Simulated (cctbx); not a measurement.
# Accept or mend?

Cell a = 7.8990 Å, b = 7.8990 Å, c = 4.0780 Å, α = 90.00°, β = 90.00°, γ = 90.00°; space group P4_2/mnm (no. 136).

Simulated single-crystal data (cctbx): synchrotron X-rays, λ = 0.6889 Å, to d = 0.7 Å, 95 % of the full sphere, strongest reflection 40000 counts, noise from counting, a 6 % proportional error and a noise floor of 2 counts (s.d.); no absorption.

An anisotropic refinement with weights 1/σ² prints:

```text
Rint 0.052, 25 unique reflections to 1.62 A
cycle     R1     wR2    GooF  max shift (A)
   1  0.0065  0.0202   1.158   0.00067
   2  0.0074  0.0128   0.733   0.00000
final R1 0.0074 wR2 0.0128 GooF 0.733  parameters 13  data/parameter 1.9
atom        x        y        z      Ueq    occ   su(xyz)  su(Uiso or U11)
Bi1    0.78148  0.21852  0.00000   0.0068  1.000  0.00008  0.0018
La1    0.00000  0.00000  0.50000   0.0067  1.000  0.00000  0.0023
Ni1    0.65551  0.91214  0.00000   0.0116  1.000  0.00030  0.0027
difference map: max 0.26 min -0.17 rms 0.09
Q1    0.0900  0.1527  0.0000    8    0.26  1.52 A from Ni1
Q2    0.0492  0.7386  0.5000    8    0.23  1.46 A from Ni1
Q3    0.2392  0.2392  0.5000    4    0.23  0.47 A from Bi1
Q4    0.1032  0.8968  0.5000    4    0.18  1.15 A from La1
```

**Question.** Can this result stand? If not, what is the likely fault?

Mend it. The fault: data cut at low resolution. Against the right model at the same level, R1 goes from 0.0079 to 0.0074 and GooF from 0.86 to 0.73. The atoms are right, but there are too few data for the parameters: R1 flatters and the s.u.s grow. Data per parameter fall from 18.3 to 1.9.

The compound is LaNi4Bi2. The right model at the same level gives:

```text
Rint 0.049, 238 unique reflections to 0.70 A
cycle     R1     wR2    GooF  max shift (A)
   1  0.0123  0.0425   1.867   0.00039
   2  0.0079  0.0197   0.864   0.00000
final R1 0.0079 wR2 0.0197 GooF 0.864  parameters 13  data/parameter 18.3
atom        x        y        z      Ueq    occ   su(xyz)  su(Uiso or U11)
Bi1    0.78149  0.21851  0.00000   0.0065  1.000  0.00001  0.0001
La1    0.00000  0.00000  0.50000   0.0071  1.000  0.00000  0.0001
Ni1    0.65558  0.91226  0.00000   0.0097  1.000  0.00004  0.0002
difference map: max 0.78 min -0.79 rms 0.19
Q1    0.0654  0.7871  0.5000    8    0.79  1.73 A from Ni1
Q2    0.0522  0.8365  0.0000    8    0.76  1.38 A from Bi1
Q3    0.0428  0.9572  0.3426    8    0.67  0.80 A from La1
Q4    0.2208  0.7792  0.1979    8    0.62  0.81 A from Bi1
Q5    0.0373  0.1658  0.0000    8    0.61  1.47 A from Ni1
Q6    0.2077  0.2077  0.3035    8    0.53  1.15 A from Bi1
```

The model is made up (kin elements in a known structure type, no relaxation), so it says nothing on whether the phase exists.

[Middle refinement cycles are left out of these outputs.]

[Logs are printed without paths, hosts, clocks, repeated set-up lines and the standing remarks that a program may print on its own settings, such as how far it seeks lower states.]
